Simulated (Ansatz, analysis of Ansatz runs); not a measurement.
## LaS2(100): segregation of Tl_La

How does the energy of Tl_La change with depth under the (100) face of LaS2? Model: a cell of 48 host atoms with 1 La taken out and 1 Tl put in, a symmetric slab with vacuum.

Calculated with Ansatz 0.2.0; plane-wave PAW DFT, PBEsol; a slab with vacuum, neutral defects.

Report form: the programs' logs are mostly left out.

## 1. The starting structure

The cell holds 48 atoms: 15 La, 32 S and 1 Tl. Its edges and angles: a = 8.288 Å, b = 8.218 Å, c = 27.000 Å, α = 90.0°, β = 90.0°, γ = 90.0°. It derives from LaS2 (space group P2_1/c), repeated 2×1×1. Vacuum lies along c. Nearest the centre at fractional (0.657, 0.369, 0.729): Tl29 at 0.00 Å, S46 at 2.84 Å, S47 at 2.86 Å, S18 at 2.89 Å, S22 at 2.98 Å, S44 at 3.03 Å, S41 at 3.07 Å, S42 at 3.12 Å.

Coordinates:

```xyz
48
Lattice="8.2877 0.0000 0.0000 0.0000 8.2177 0.0000 0.0000 0.0000 27.0000" Properties=species:S:1:pos:R:3
La    1.2056    3.0457   11.7160
La    3.3722    1.1062    7.3136
La    2.8254    5.2149    7.3134
La    0.8486    7.1546   11.7161
La    1.3006    3.0320   19.6826
La    3.2779    1.0927   15.2799
La    2.9206    5.2015   15.2802
La    0.7544    7.1409   19.6824
S     1.4677    0.8756    9.4699
S     3.4875    3.2450    9.5199
S     2.7101    7.3538    9.5198
S     0.5867    4.9845    9.4699
S     1.1984    2.9931    6.5407
S     3.1720    1.0531   12.3980
S     3.0262    5.1619   12.3983
S     0.8553    7.1020    6.5403
S     1.4162    0.8931   17.4762
S     3.5400    3.2626   17.5262
S     2.6589    7.3716   17.5261
S     0.6386    5.0017   17.4764
S     1.1000    3.0853   14.5981
S     3.2703    1.1446   20.4555
S     2.9282    5.2535   20.4553
S     0.9544    7.1940   14.5981
La    5.3494    3.0457   11.7161
La    7.5159    1.1061    7.3138
La    6.9693    5.2150    7.3138
La    4.9925    7.1543   11.7162
Tl    5.4445    3.0321   19.6825
La    7.4217    1.0926   15.2800
La    7.0646    5.2014   15.2801
La    4.8982    7.1410   19.6825
S     5.6112    0.8756    9.4701
S     7.6315    3.2454    9.5199
S     6.8540    7.3541    9.5198
S     4.7299    4.9843    9.4700
S     5.3421    2.9932    6.5406
S     7.3158    1.0531   12.3979
S     7.1701    5.1619   12.3979
S     4.9994    7.1021    6.5409
S     5.5600    0.8932   17.4764
S     7.6838    3.2624   17.5263
S     6.8027    7.3715   17.5264
S     4.7827    5.0018   17.4764
S     5.2441    3.0853   14.5982
S     7.4143    1.1446   20.4554
S     7.0721    5.2535   20.4555
S     5.0985    7.1941   14.5982
```

The cell's shortest repeat is 8.2 Å.

## 2. The clean slab

The slab is cut stoichiometric, symmetric and without a dipole, at the in-plane lattice of the database's bulk structure, and all its atoms relax. Miller indices refer to pymatgen's conventional standard cell, whose axes can be ordered otherwise than in the space-group symbol.

Contents of slab/input.yaml:

```yaml
crystal:
  lattice:
    - [4.143841, 0.0, 0.0]
    - [0.0, 8.217652, 0.0]
    - [0.0, 0.0, 27.0]
  atoms:
    - { symbol: La, position: [0.2899808, 0.3716358, 0.4321817] }
    - { symbol: La, position: [0.7899808, 0.1316639, 0.2636865] }
    - { symbol: La, position: [0.7100192, 0.6316639, 0.2636865] }
    - { symbol: La, position: [0.2100192, 0.8716358, 0.4321817] }
    - { symbol: La, position: [0.2899808, 0.3727358, 0.7363135] }
    - { symbol: La, position: [0.7899808, 0.1327638, 0.5678183] }
    - { symbol: La, position: [0.7100192, 0.6327638, 0.5678183] }
    - { symbol: La, position: [0.2100192, 0.8727358, 0.7363135] }
    - { symbol: S, position: [0.3500748, 0.1058205, 0.3471497] }
    - { symbol: S, position: [0.8500748, 0.3974792, 0.3487185] }
    - { symbol: S, position: [0.6499252, 0.8974792, 0.3487185] }
    - { symbol: S, position: [0.1499252, 0.6058205, 0.3471497] }
    - { symbol: S, position: [0.2636859, 0.3753738, 0.2368366] }
    - { symbol: S, position: [0.7636859, 0.127926, 0.4590316] }
    - { symbol: S, position: [0.7363141, 0.627926, 0.4590316] }
    - { symbol: S, position: [0.2363141, 0.8753738, 0.2368366] }
    - { symbol: S, position: [0.3500748, 0.1069204, 0.6512815] }
    - { symbol: S, position: [0.8500748, 0.3985791, 0.6528503] }
    - { symbol: S, position: [0.6499252, 0.8985791, 0.6528503] }
    - { symbol: S, position: [0.1499252, 0.6069204, 0.6512815] }
    - { symbol: S, position: [0.2636859, 0.3764737, 0.5409684] }
    - { symbol: S, position: [0.7636859, 0.1290259, 0.7631634] }
    - { symbol: S, position: [0.7363141, 0.6290259, 0.7631634] }
    - { symbol: S, position: [0.2363141, 0.8764737, 0.5409684] }
basis:
  ecutwfc: 420
  xc_grid: 2
hamiltonian:
  xc: pbesol
kpoints:
  mp_grid: { grid: [2, 1, 1] }
scf:
  occupations: { method: fermi_dirac, width: 0.01 }
  max_iter: 80
relax:
  f_tol: 0.01
  max_steps: 100
  random_displacement: { amplitude: 0.03, seed: 7376 }
output:
  forces: true
  eigenvalues: true
```

Started as:

```sh
> ansatz run input.yaml --threads 4 --pin off --max-ram 18841MiB --backend cpu --events-out ev --progress --plain --runs-dir out
```

Run time: 39 s. Hardware: 4 threads of Arm Neoverse V2, shared host; peak memory 1.6 GiB.

Step by step:

```csv
step,energy less that of the first step (eV),largest force component (eV/Å)
1,0.0000,0.7000
2,-0.0317,1.1031
3,-0.3855,0.1069
4,-0.4532,0.0814
5,-0.4625,0.0310
6,-0.4642,0.0058
7,-0.4642,0.0059
```

The atoms that moved most (Å, from the sites as typed, ahead of the random displacement, the mean shift of all atoms taken out):

```csv
atom,dx,dy,dz,length
S13,0.257,-0.236,0.029,0.350
S23,-0.257,0.236,-0.029,0.350
S16,-0.257,-0.236,0.030,0.350
S22,0.257,0.236,-0.030,0.350
La8,-0.219,-0.036,-0.147,0.266
La2,0.218,0.036,0.147,0.266
La5,0.218,-0.036,-0.147,0.265
La3,-0.218,0.036,0.147,0.265
```

The relaxed structure:

```
La S
1.0
     4.14384    0.00000    0.00000
     0.00000    8.21765    0.00000
     0.00000    0.00000   27.00000
La S
8 16
Cartesian
  1.1900 3.0460 11.7013
  3.4833 1.1146 7.2644
  2.7152 5.2234 7.2644
  0.8646 7.1548 11.7012
  1.4112 3.0235 19.7318
  3.2617 1.0922 15.2949
  2.9364 5.2011 15.2949
  0.6430 7.1323 19.7318
  1.4863 0.8840 9.4436
  3.4375 3.2243 9.4774
  2.7609 7.3332 9.4773
  0.5683 4.9928 9.4436
  1.3407 2.8449 6.4221
  3.1660 1.0589 12.3978
  3.0323 5.1677 12.3978
  0.7140 6.9537 6.4222
  1.3654 0.9138 17.5188
  3.5580 3.2542 17.5525
  2.6400 7.3630 17.5526
  0.6888 5.0227 17.5188
  1.0941 3.0793 14.5984
  3.4124 1.2933 20.5740
  2.7857 5.4021 20.5741
  0.9605 7.1882 14.5984
```

With the common shift taken out, atoms move by up to 0.35 Å from the bulk-cut sites, and by up to 0.15 Å along the normal.

On a dense mesh the slab's energy differs by 30 meV an atom, so the supercells take one more k-point along each vector.

## 3. Does the supercell reconstruct?

The clean supercell is relaxed from displaced atoms, since a reconstruction that only the larger cell allows would otherwise be counted to the defect.

Contents of pristine.relax/input.yaml:

```yaml
crystal:
  lattice:
    - [8.287682, 0.0, 0.0]
    - [0.0, 8.217652, 0.0]
    - [0.0, 0.0, 27.0]
  atoms:
    - { symbol: La, position: [0.14358352, 0.3706637, 0.43338106] }
    - { symbol: La, position: [0.42029362, 0.13563625, 0.26905049] }
    - { symbol: La, position: [0.32761509, 0.6356307, 0.26905084] }
    - { symbol: La, position: [0.10432186, 0.87066215, 0.433379] }
[... 38 atom lines left out ...]
    - { symbol: S, position: [0.81854594, 0.89599583, 0.65009482] }
    - { symbol: S, position: [0.58310785, 0.61120364, 0.64884474] }
    - { symbol: S, position: [0.63201061, 0.37471901, 0.54068057] }
    - { symbol: S, position: [0.91174418, 0.15737608, 0.7619987] }
    - { symbol: S, position: [0.83611981, 0.65737313, 0.76200206] }
    - { symbol: S, position: [0.61588889, 0.87473118, 0.54067966] }
basis:
  ecutwfc: 420
  xc_grid: 2
hamiltonian:
  xc: pbesol
kpoints:
  mp_grid: { grid: [2, 2, 1] }
scf:
  occupations: { method: fermi_dirac, width: 0.01 }
  max_iter: 80
output:
  forces: true
relax:
  f_tol: 0.015
  max_steps: 80
  random_displacement: { amplitude: 0.05, seed: 7385 }
```

Wall time 2.5 min (4 threads); peak memory 8.5 GiB.

Atoms end at most 0.24 Å from the small cell's positions, with the small cell's period kept: the change of k-points moves them, and the defects are built on these positions.

## 4. The defect, layer by layer

Each layer's defect is relaxed from random displacements. Layer 1 is shown in full.

Contents of layer1_M0.relax/input.yaml:

```yaml
crystal:
  lattice:
    - [8.287682, 0.0, 0.0]
    - [0.0, 8.217652, 0.0]
    - [0.0, 0.0, 27.0]
  atoms:
    - { symbol: La, position: [0.14547103, 0.37062855, 0.43392724] }
    - { symbol: La, position: [0.4068941, 0.13461227, 0.27087263] }
    - { symbol: La, position: [0.34091323, 0.63460219, 0.27086638] }
    - { symbol: La, position: [0.10239453, 0.87063771, 0.43392992] }
    - { symbol: La, position: [0.15693258, 0.36896669, 0.72898555] }
    - { symbol: La, position: [0.39551572, 0.13296816, 0.56592317] }
    - { symbol: La, position: [0.35240831, 0.63296387, 0.56593462] }
    - { symbol: La, position: [0.09102891, 0.86897638, 0.72897701] }
[... 36 atom lines left out ...]
    - { symbol: S, position: [0.6327569, 0.37544385, 0.54067269] }
    - { symbol: S, position: [0.89461184, 0.13928045, 0.75760791] }
    - { symbol: S, position: [0.85332556, 0.63929058, 0.75761051] }
    - { symbol: S, position: [0.61518434, 0.87543996, 0.54067586] }
basis:
  ecutwfc: 420
  xc_grid: 2
hamiltonian:
  xc: pbesol
kpoints:
  mp_grid: { grid: [2, 2, 1] }
scf:
  occupations: { method: fermi_dirac, width: 0.01 }
  max_iter: 100
output:
  forces: true
relax:
  f_tol: 0.03
  max_steps: 90
  random_displacement: { amplitude: 0.05, seed: 7377 }
```

Elapsed: 9.9 min, on 4 threads; peak memory 8.6 GiB.

Relaxation path:

```csv
step,energy less that of the first step (eV),largest force component (eV/Å)
1,0.0000,0.7525
2,-0.3749,0.8038
3,-0.6136,0.2937
4,-0.6912,0.2372
5,-0.7831,0.3515
6,-0.8250,0.3618
7,-0.8628,0.2395
8,-0.9199,0.2293
9,-0.9510,0.1368
10,-0.9944,0.1569
11,-1.0085,0.2277
12,-1.0414,0.1846
13,-1.0438,0.1963
14,-1.0665,0.0943
15,-1.0683,0.0610
16,-1.0697,0.0396
17,-1.0685,0.0478
18,-1.0708,0.0066
```

Relaxation step 17 was tried and not accepted.

The atoms that moved most (Å, from the sites as typed, ahead of the random displacement, the mean shift of all atoms taken out):

```csv
atom,dx,dy,dz,length
S22,0.799,0.501,0.119,0.951
Tl29,0.741,-0.102,0.389,0.843
S46,0.714,0.250,0.357,0.836
S23,-0.363,0.391,0.160,0.557
La5,0.478,0.102,-0.088,0.496
S47,-0.347,0.131,0.136,0.395
La8,-0.283,-0.015,-0.121,0.309
La32,-0.247,-0.019,-0.133,0.281
```

Neighbours of Tl29 at the end:

```csv
atom,distance (Å)
S22,2.526
S47,2.566
S46,2.585
S42,2.896
S41,3.399
S44,3.648
S18,3.729
La5,3.915
```

All relaxations:

```csv
layer,depth (Å),moment (μB),outcome,structures computed,largest displacement from the input (Å),time
1,0.77,0,converged,18,0.95,9.9 min
2,5.18,0,converged,11,0.71,6.4 min
```

The relaxation ends 22 meV an atom lower than the displaced start, with a largest force component of 0.0066 eV/Å.

## 5. Energies and states

Single points on the relaxed structures give the energies, all at one sampling, and show where the defect's states lie.

Contents of layer1_M0.point.pbesol/input.yaml:

```yaml
crystal:
  lattice:
    - [8.287682, 0.0, 0.0]
    - [0.0, 8.217652, 0.0]
    - [0.0, 0.0, 27.0]
  atoms:
    - { symbol: La, position: [0.14068131, 0.36640215, 0.43375377] }
    - { symbol: La, position: [0.40251672, 0.13003429, 0.27042187] }
[... 15 atom lines left out ...]
    - { symbol: S, position: [0.43798688, 0.39123463, 0.64380401] }
[... 3 atom lines left out ...]
    - { symbol: S, position: [0.49141277, 0.19888918, 0.7622548] }
[... 6 atom lines left out ...]
    - { symbol: Tl, position: [0.74674863, 0.3552421, 0.74364763] }
[... 12 atom lines left out ...]
    - { symbol: S, position: [0.93086165, 0.38430049, 0.6529107] }
[... 1 atom line left out ...]
    - { symbol: S, position: [0.58012583, 0.60321003, 0.64391492] }
[... 2 atom lines left out ...]
    - { symbol: S, position: [0.81188842, 0.65388754, 0.76289341] }
    - { symbol: S, position: [0.61193948, 0.87262033, 0.53987987] }
basis:
  ecutwfc: 420
  xc_grid: 2
hamiltonian:
  xc: pbesol
kpoints:
  mp_grid: { grid: [2, 2, 1] }
scf:
  occupations: { method: fermi_dirac, width: 0.01 }
  max_iter: 80
output:
  forces: true
  eigenvalues: true
  eigenstates: { localisation: true }
  populations: true
  write_density: true
  write_potential: true
  volumetric_format: npy
checkpoint:
  write: "../layer1_M0.point.pbesol.run"
  compress: false
  write_wavefunctions: false
  write_every: 100000
```

Elapsed: 90 s, on 4 threads; peak memory 8.8 GiB; 5.6 min of CPU time.

States next to the filling edge at the first k-point, on the run's own zero (eigenstates.tsv). The participation number counts the atoms that a state is spread over, of 48; bands count from 0.

```csv
spin,band,energy (eV),occupation,participation,largest share on,share
both,179,2.381,2.00,10.5,S40,0.15
both,180,2.480,2.00,9.9,S46,0.21
both,181,2.544,2.00,10.9,S22,0.19
both,182,2.555,2.00,9.5,S37,0.19
both,183,2.605,2.00,24.1,S45,0.08
both,184,2.676,2.00,11.9,S13,0.14
both,185,3.822,0.00,7.3,Tl29,0.22
both,186,4.121,0.00,25.4,La1,0.07
both,187,4.721,0.00,25.8,La6,0.07
both,188,4.969,0.00,18.9,S33,0.08
both,189,5.002,0.00,17.5,S17,0.12
```

Under PBEsol, periodic cell with vacuum at the first k-point of a 2×2×1 Γ-centred mesh, the highest filled state is spread over 12 of 48 atoms, and the lowest empty one, 1.15 eV above it, is spread over 7 of 48 atoms.

Löwdin populations of the atoms near the centre, and their excess over far atoms of the same element, which can also hold differences between inequivalent host sites (the log counts sites from 0):

```csv
atom,distance from the centre (Å),electrons,excess
Tl29,0.85,12.659,-
S22,2.15,6.334,0.139
S47,2.82,6.328,0.134
S18,2.94,6.059,-0.135
S44,3.06,6.046,-0.149
S42,3.06,6.040,-0.155
S41,3.11,6.052,-0.142
S46,3.35,6.368,0.174
```

Electrostatic potential energy in the ca plane at fractional y = 0.369, through the centre, with atoms of La and S and Tl within 0.45 Å of it. With pseudopotentials it is smooth inside the atoms' cores, unlike the true potential.

Ten even steps from '0' (-41 eV) to '9' (9 eV), each cell a mean:
```
88888999999999985111489999999999999999999999
99999999999999984121489988999999999999999999
99999999999999986212688876789999999999999999
88889999999999998767887411268999999999999999
76678999999999999999986100038999999999999999
42236899866899999999985000037999999999999999
00003788421489999999987200048999999999999999
03402787222169999999998633478999999999999999
01103787212279999999999888899999999999999999
31025898632589998788999999999999999999999999
76568899888899985236899999999999999999999999
88889999999999961113799999999999999999999999
99999999999999961213799999999999999999999999
99999999999999984125888778899999999999999999
88889999999999998778875445789999999999999999
76678999999999999998851001589999999999999999
42236899877899999998730320378999999999999999
10003788522489999998730320378999999999999999
03502787312169999998751001589999999999999999
01202787312169999999875345789999999999999999
31025898522489999888888778899999999999999999
76567899877899997434789889999999999999999999
```
Columns run along c (16.0 Å, from fractional 0.41 to 1.00 of the cell; values clipped at the 3rd and 97th percentile), rows up along a (8.3 Å). Atoms in or near the plane, at fractional coordinates: La at (0.43, 0.14), La at (0.73, 0.22), S at (0.64, 0.44), S at (0.54, 0.12), La at (0.43, 0.64), Tl at (0.74, 0.75), S at (0.65, 0.93), S at (0.54, 0.63).

Valence density in the ca plane at fractional y = 0.369, through the centre, with atoms of La and S and Tl within 0.45 Å of it. It is the smooth field of the valence electrons, not physical close to the nuclei.

Values in e/Å³, 12 rows by 16 columns, each cell a mean:
```
0.1 0.1 0.1 0.1 0.1 0.3 0.9 0.8 0.1 0.1 0.1 0.0 0.0 0.0 0.0 0.0
0.1 0.1 0.0 0.1 0.1 0.2 0.9 0.6 0.4 0.7 0.1 0.0 0.0 0.0 0.0 0.0
0.4 0.3 0.1 0.3 0.2 0.1 0.2 0.2 2.2 4.1 0.2 0.0 0.0 0.0 0.0 0.0
1.5 1.0 0.4 0.9 0.5 0.1 0.0 0.1 1.8 3.3 0.2 0.0 0.0 0.0 0.0 0.0
1.5 1.2 0.5 0.8 0.7 0.1 0.1 0.1 0.3 0.4 0.1 0.0 0.0 0.0 0.0 0.0
0.8 0.5 0.2 0.7 0.4 0.3 0.7 0.2 0.1 0.1 0.1 0.0 0.0 0.0 0.0 0.0
0.1 0.1 0.1 0.1 0.1 0.6 0.9 0.5 0.1 0.1 0.1 0.0 0.0 0.0 0.0 0.0
0.1 0.1 0.0 0.1 0.1 0.4 0.9 0.4 0.3 0.2 0.0 0.0 0.0 0.0 0.0 0.0
0.4 0.3 0.1 0.2 0.2 0.1 0.2 0.4 1.5 0.8 0.0 0.0 0.0 0.0 0.0 0.0
1.5 1.1 0.3 0.9 0.5 0.1 0.0 0.5 1.6 1.1 0.0 0.0 0.0 0.0 0.0 0.0
1.5 1.2 0.5 0.8 0.7 0.1 0.1 0.2 1.0 0.5 0.0 0.0 0.0 0.0 0.0 0.0
0.8 0.5 0.2 0.7 0.4 0.2 0.7 0.4 0.1 0.1 0.0 0.0 0.0 0.0 0.0 0.0
```
Columns run along c (16.0 Å, from fractional 0.41 to 1.00 of the cell), rows up along a (8.3 Å). Atoms in or near the plane, at fractional coordinates: La at (0.43, 0.14), La at (0.73, 0.22), S at (0.64, 0.44), S at (0.54, 0.12), La at (0.43, 0.64), Tl at (0.74, 0.75), S at (0.65, 0.93), S at (0.54, 0.63).

Against the clean slab and La (dhcp) and Tl (hcp):

```csv
layer,depth (Å),total moment (μB),formation energy (eV),against the deepest layer (eV)
1,0.77,0,5.67,-0.45
2,5.18,0,6.11,0.00
```

## 6. Outcome

* highest less deepest of the layers obtained (PBEsol): -0.45 eV
* layer of the lowest energy (PBEsol): 1

**Reading.** Under PBEsol Tl_La is 0.45 eV lower in layer 1 than in layer 2, 5.2 Å down, so it segregates to the surface. At 600 K the Boltzmann factor between the best layer and the deepest is about 5491 a site, entropy of vibration left out. The clean slab's gap at this sampling is 0.99 eV. Limits: neutral states alone; one site a layer, which need not be the same crystallographic site in every layer, at most four layers; one defect on one side of the slab, 8.2 Å from its images and with no dipole correction; the deepest layer of so thin a slab is not yet bulk, and the thickness was not varied; the in-plane lattice is the database's, not relaxed here; no adsorbates, no temperature.

[Logs are printed without paths, hosts, clocks, repeated set-up lines and the standing remarks that a program may print on its own settings, such as how far it seeks lower states.]

[Hosts, paths, dates, database ids (printed as entryN), source tags and the programs' standing remarks are cut or masked in the printed files.]

[Maps of the electrostatic potential energy from Ansatz leave out the sawtooth potential of an applied field or a dipole correction, so their vacuum need not be flat.]
